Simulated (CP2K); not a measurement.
Consider ketene at its PBE geometry (Å).

```xyz
5

C    -0.5428    0.0176   -0.0596
C     0.7646   -0.0237    0.0857
O     1.9341   -0.0614    0.2137
H    -1.0482    0.9770   -0.1295
H    -1.1076   -0.9096   -0.1103
```

Method: CP2K XAS_TDP, all-electron GAPW, PBEh(45%), aug-cc-pVTZ, TDA, no relativity.

Question: Predict the bright core excitations at the O K edge.

Leading lines: O3 527.85 eV. The leading line of an atom is its first one with 35 % of the strongest within 2.5 eV of its lowest line over the strength cut. 

The first six lines of each atom with a strength over 0.0015:

```csv
atom,energy (eV),states,"strength, one atom"
O3 (bonded to C),527.85,1,0.0432
,531.54,1,0.0272
,532.42,1,0.0019
,534.27,1,0.0019
,534.76,1,0.0085
,536.75,1,0.0029
```

Lines are vertical, at one geometry, with no vibrational structure. Without a correction of the core level, line positions, and the gaps between valence and Rydberg lines, follow the share of exact exchange. At this level such K lines come out 3 to 6 eV under measured ones. These values hold no scalar relativity, about 0.4 eV for O 1s. Rydberg lines, and the discretised continuum above threshold, depend on the basis and the box.

[Banner, clock and machine lines of the logs are left out without a mark of their own.]

[Logs are printed without paths, hosts, clocks, repeated set-up lines and the standing remarks that a program may print on its own settings, such as how far it seeks lower states.]

[Hosts, paths, dates, database ids (printed as entryN), source tags and the programs' standing remarks are cut or masked in the printed files.]
